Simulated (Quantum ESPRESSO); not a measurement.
# MnS: spin spirals in supercells, part 2 of 2

Aim: the energy of flat spin spirals of MnS that close within a few cells.

Quantum ESPRESSO 7.5; LDA with U = 4 eV on Mn d (ortho-atomic projectors); plane waves with GBRV 1.5 LDA potentials, no spin-orbit coupling, flat spiral in a supercell.

So far, absolute magnetization (μB): step 2 (parallel moments, one cell) 5.00.

The database entry behind the starting cell differs from later determinations by our own check (an axis about 0.2 % short against later determinations), so it need not match the best structure at ambient conditions.

## 4. One turn in 3 cells along the input cell's b

Neighbouring cells are turned by 120° in the xy plane; the cell holds 6 atoms.

Input file pw.in:

```
&CONTROL
  calculation = 'scf'
  prefix = 'pwscf'
  outdir = './tmp'
  pseudo_dir = './pseudo'
  disk_io = 'nowf'
/
&SYSTEM
  ibrav = 0
  celldm(1) = 8
  nat = 6
  ntyp = 6
  ecutwfc = 34
  ecutrho = 238
  nbnd = 84
  occupations = 'smearing'
  smearing = 'fd'
  degauss = 0.00734986
  noncolin = .true.
  starting_magnetization(1) = 0.3
  angle1(1) = 90
  angle2(1) = 0
  starting_magnetization(2) = 0.3
  angle1(2) = 90
  angle2(2) = 120
  starting_magnetization(3) = 0.3
  angle1(3) = 90
  angle2(3) = -120
  starting_magnetization(4) = 0
  starting_magnetization(5) = 0
  starting_magnetization(6) = 0
/
&ELECTRONS
  conv_thr = 6d-08
  electron_maxstep = 150
  mixing_beta = 0.3
/
ATOMIC_SPECIES
Mn1    54.9380 mn_lda_v1.5.uspp.F.UPF
Mn2    54.9380 mn_lda_v1.5.uspp.F.UPF
Mn3    54.9380 mn_lda_v1.5.uspp.F.UPF
S1     32.0600 s_lda_v1.4.uspp.F.UPF
S2     32.0600 s_lda_v1.4.uspp.F.UPF
S3     32.0600 s_lda_v1.4.uspp.F.UPF
CELL_PARAMETERS alat
   0.0000000000000    0.6152239614485    0.6152239614485
   1.8456718843454    0.0000000000000    1.8456718843454
   0.6152239614485    0.6152239614485    0.0000000000000
ATOMIC_POSITIONS crystal
Mn1     0.0000000000    0.0000000000    0.0000000000
Mn2     0.0000000000    0.3333333333    0.0000000000
Mn3     0.0000000000    0.6666666667    0.0000000000
S1      0.5000000000    0.1666666667    0.5000000000
S2      0.5000000000    0.5000000000    0.5000000000
S3      0.5000000000    0.8333333333    0.5000000000
K_POINTS automatic
4 4 4 0 0 0
HUBBARD {ortho-atomic}
U Mn1-3d 4.0000
U Mn2-3d 4.0000
U Mn3-3d 4.0000
```

Run with:

```console
> OMP_NUM_THREADS=1 mpirun -n 4 pw.x -nk 4 -in pw.in > pw.out
```

The log of the run:

```text
     [... lines left out ...]
Program PWSCF v.7.5 starts
     [... lines left out ...]
     number of atoms/cell      =            6
     [... lines left out ...]
     number of electrons       =        63.00
     number of Kohn-Sham states=           84
     kinetic-energy cutoff     =      34.0000  Ry
     charge density cutoff     =     238.0000  Ry
     scf convergence threshold =      6.0E-08
     [... lines left out ...]
     Noncollinear calculation without spin-orbit
     [... lines left out ...]
     No symmetry found
     [... lines left out ...]
     number of k points=    64  Fermi-Dirac smearing, width (Ry)=  0.0073
     [... lines left out ...]
     iteration # 10     ecut=    34.00 Ry     beta= 0.30
     [... lines left out ...]
     atom number    1 relative position :    0.0000   0.0000   0.0000
     [... lines left out ...]
     magnetization :          4.396884   -0.000078   -0.000042
     [... lines left out ...]
     atom number    2 relative position :    0.6152   0.0000   0.6152
[...]
magnetization :         -2.198404    3.807833    0.000058
[...]
atom number    3 relative position :    1.2304   0.0000   1.2304
[...]
magnetization :         -2.198408   -3.807832   -0.000055
[...]
atom number    4 relative position :    0.6152   0.6152   0.6152
     [... lines left out ...]
     magnetization :          0.027052    0.046854    0.000000
     [... lines left out ...]
     atom number    5 relative position :    1.2304   0.6152   1.2304
     [... lines left out ...]
     magnetization :         -0.054102   -0.000000    0.000000
     [... lines left out ...]
     atom number    6 relative position :    1.8457   0.6152   1.8457
     [... lines left out ...]
     magnetization :          0.027052   -0.046856   -0.000001
     [... lines left out ...]
     Tr[ns(  1)] (up, down, total) =   2.64236  2.64241  5.28477
     [... lines left out ...]
     Tr[ns(  2)] (up, down, total) =   2.64241  2.64235  5.28477
     [... lines left out ...]
     Tr[ns(  3)] (up, down, total) =   2.64235  2.64241  5.28477
     [... lines left out ...]
     the Fermi energy is    10.2820 ev
!    total energy              =    -705.74684016 Ry
     estimated scf accuracy    <       0.00000004 Ry
     smearing contrib. (-TS)   =      -0.00000704 Ry
     [... lines left out ...]
     total magnetization       =     0.00    -0.00    -0.00 Bohr mag/cell
     absolute magnetization    =    14.27 Bohr mag/cell
     convergence has been achieved in  10 iterations
```

Wall time 3.2 min (4 MPI ranks of Arm Neoverse V2, shared host); peak memory 1.1 GiB; 13 min of CPU time.

Spin moment in the atom's sphere by atom:

```
atom  x (μB)  y (μB)  z (μB)  size
 Mn1    4.40    0.00    0.00  4.40
 Mn2   -2.20    3.81    0.00  4.40
 Mn3   -2.20   -3.81    0.00  4.40
  S4    0.03    0.05    0.00  0.05
  S5   -0.05    0.00    0.00  0.05
  S6    0.03   -0.05    0.00  0.05
```

Read from the output:

```
smearing term TS       : 9.58e-5 eV
magnetization          : 0, 0, 0 μB
absolute magnetization : 14.27 μB
final state            : non-collinear
```

Valence density in the bc plane at fractional x = 0.000, with atoms of Mn within 0.2 Å of it. It is the smooth field of the valence electrons, not physical close to the nuclei.

Ten steps, logarithmic in the rise over the least value, from '0' (0 e/Å³) to '9' (17 e/Å³), each cell a mean:
```
9941000038996200002799830000159
7741000014775200000368631000025
2321000000233100000013320000001
0000000000000000000000000000000
0000000000000000000000000000000
0000000000000000000000000000000
0000000011000000001100000000111
2000000134310000013442000000244
7310000268851000015886200001379
9720000269984100014999610000389
```
Columns run along b (11.0 Å), rows up along c (3.7 Å). Atoms in or near the plane, at fractional coordinates: Mn at (0.00, 0.00), Mn at (0.33, 0.00), Mn at (0.67, 0.00).

## 5. One turn in 4 cells along the input cell's b

Neighbouring cells are turned by 90° in the xy plane; the cell holds 8 atoms.

Input file pw.in:

```
&CONTROL
  calculation = 'scf'
  prefix = 'pwscf'
  outdir = './tmp'
  pseudo_dir = './pseudo'
  disk_io = 'nowf'
/
&SYSTEM
  ibrav = 0
  celldm(1) = 8
  nat = 8
  ntyp = 8
  ecutwfc = 34
  ecutrho = 238
  nbnd = 110
  occupations = 'smearing'
  smearing = 'fd'
  degauss = 0.00734986
  noncolin = .true.
  starting_magnetization(1) = 0.3
  angle1(1) = 90
  angle2(1) = 0
  starting_magnetization(2) = 0.3
  angle1(2) = 90
  angle2(2) = 90
  starting_magnetization(3) = 0.3
  angle1(3) = 90
  angle2(3) = 180
  starting_magnetization(4) = 0.3
  angle1(4) = 90
  angle2(4) = -90
  starting_magnetization(5) = 0
  starting_magnetization(6) = 0
  starting_magnetization(7) = 0
  starting_magnetization(8) = 0
/
&ELECTRONS
  conv_thr = 8d-08
  electron_maxstep = 150
  mixing_beta = 0.3
/
ATOMIC_SPECIES
Mn1    54.9380 mn_lda_v1.5.uspp.F.UPF
Mn2    54.9380 mn_lda_v1.5.uspp.F.UPF
Mn3    54.9380 mn_lda_v1.5.uspp.F.UPF
Mn4    54.9380 mn_lda_v1.5.uspp.F.UPF
S1     32.0600 s_lda_v1.4.uspp.F.UPF
S2     32.0600 s_lda_v1.4.uspp.F.UPF
S3     32.0600 s_lda_v1.4.uspp.F.UPF
S4     32.0600 s_lda_v1.4.uspp.F.UPF
CELL_PARAMETERS alat
   0.0000000000000    0.6152239614485    0.6152239614485
   2.4608958457939    0.0000000000000    2.4608958457939
   0.6152239614485    0.6152239614485    0.0000000000000
ATOMIC_POSITIONS crystal
Mn1     0.0000000000    0.0000000000    0.0000000000
Mn2     0.0000000000    0.2500000000    0.0000000000
Mn3     0.0000000000    0.5000000000    0.0000000000
Mn4     0.0000000000    0.7500000000    0.0000000000
S1      0.5000000000    0.1250000000    0.5000000000
S2      0.5000000000    0.3750000000    0.5000000000
S3      0.5000000000    0.6250000000    0.5000000000
S4      0.5000000000    0.8750000000    0.5000000000
K_POINTS automatic
4 3 4 0 0 0
HUBBARD {ortho-atomic}
U Mn1-3d 4.0000
U Mn2-3d 4.0000
U Mn3-3d 4.0000
U Mn4-3d 4.0000
```

The log of the run:

```text
     [... lines left out ...]
Program PWSCF v.7.5 starts
     [... lines left out ...]
     number of atoms/cell      =            8
     [... lines left out ...]
     number of electrons       =        84.00
     number of Kohn-Sham states=          110
     kinetic-energy cutoff     =      34.0000  Ry
     charge density cutoff     =     238.0000  Ry
     scf convergence threshold =      8.0E-08
     [... lines left out ...]
     Noncollinear calculation without spin-orbit
     [... lines left out ...]
     No symmetry found
     [... lines left out ...]
     number of k points=    48  Fermi-Dirac smearing, width (Ry)=  0.0073
     [... lines left out ...]
     iteration # 12     ecut=    34.00 Ry     beta= 0.30
     [... lines left out ...]
     atom number    1 relative position :    0.0000   0.0000   0.0000
     [... lines left out ...]
     magnetization :          4.416907    0.000014   -0.000038
     [... lines left out ...]
     atom number    2 relative position :    0.6152   0.0000   0.6152
[...]
magnetization :         -0.000006    4.416907   -0.000013
[...]
atom number    3 relative position :    1.2304   0.0000   1.2304
[...]
magnetization :         -4.416907    0.000026    0.000016
[...]
atom number    4 relative position :    1.8457   0.0000   1.8457
[...]
magnetization :         -0.000035   -4.416907    0.000164
[...]
atom number    5 relative position :    0.6152   0.6152   0.6152
[...]
magnetization :          0.059069    0.059069   -0.000000
[...]
atom number    6 relative position :    1.2304   0.6152   1.2304
[...]
magnetization :         -0.059069    0.059069    0.000000
     [... lines left out ...]
     atom number    7 relative position :    1.8457   0.6152   1.8457
     [... lines left out ...]
     magnetization :         -0.059069   -0.059068    0.000003
     [... lines left out ...]
     atom number    8 relative position :    2.4609   0.6152   2.4609
     [... lines left out ...]
     magnetization :          0.059068   -0.059068    0.000002
     [... lines left out ...]
     Tr[ns(  1)] (up, down, total) =   2.63847  2.63851  5.27698
     [... lines left out ...]
     Tr[ns(  2)] (up, down, total) =   2.63848  2.63850  5.27698
     [... lines left out ...]
     Tr[ns(  3)] (up, down, total) =   2.63850  2.63848  5.27698
     [... lines left out ...]
     Tr[ns(  4)] (up, down, total) =   2.63858  2.63840  5.27698
     [... lines left out ...]
     the Fermi energy is    10.2640 ev
!    total energy              =    -940.99147272 Ry
     estimated scf accuracy    <       0.00000001 Ry
     smearing contrib. (-TS)   =      -0.00004098 Ry
     [... lines left out ...]
     total magnetization       =    -0.00     0.00     0.00 Bohr mag/cell
     absolute magnetization    =    19.33 Bohr mag/cell
     convergence has been achieved in  12 iterations
```

Elapsed: 6.4 min, on 4 MPI ranks; peak memory 1.6 GiB.

This step gave:

* smearing term TS: 5.58e-4 eV
* magnetization: 0, 0, 0 μB
* absolute magnetization: 19.33 μB
* final state: non-collinear
* largest moment: 4.417 μB

## 6. The spirals together

Spirals:

```
q along the reciprocal vector  energy less that at q = 0 (meV a seeded atom)  largest site moment (μB)  typed angles kept  CPU time (s)
                            0                                              0                     4.467                yes         53.05
                         0.25                                         -44.37                     4.417                yes          1533
                       0.3333                                         -59.04                     4.397                yes         760.3
                          0.5                                         -69.81                     4.379                yes         307.2
```

Table of energy less that at q = 0, self-consistent by path:

```
path (Å⁻¹)  energy less that at q = 0, self-consistent (meV a seeded atom)
     0.000                                                               0
     0.522                                                           -44.4
     0.696                                                           -59.0
     1.045                                                           -69.8
```

## 7. Results

| Quantity | Value |
| --- | --- |
| lowest point | q = 0.5 along b*, -69.8 meV a seeded atom |
| highest point | q = 0, 0 meV a seeded atom |

The state at q = 0.5 lies 70 meV a seeded atom under the parallel one, with neighbouring cells opposed. The moment changes by 2.0 % between the spirals. The cell of 4 repeats took 29 times the CPU time of the single cell, though its mesh is shorter in proportion. Here b and b* are vectors of the cell in the input, which need not be the conventional cell, and only this direction was probed. The mesh is coarse, so differences of some ten meV can be noise in a metal. Energies are free energies at an electronic temperature of 1160 K, which lowers moments and differences where the moments are itinerant. The cutoff lies under the 40 Ry that these files are usually run at.

[Logs and program files are shortened in this print: banners, set-up blocks, solver, clock and traceback lines can be left out without a mark of their own.]

[Logs are printed without paths, hosts, clocks, repeated set-up lines and the standing remarks that a program may print on its own settings, such as how far it seeks lower states.]

[Hosts, paths, dates, database ids (printed as entryN), source tags and the programs' standing remarks are cut or masked in the printed files.]

[Where a cell is said to come from a database of computed structures, the database is the Materials Project.]
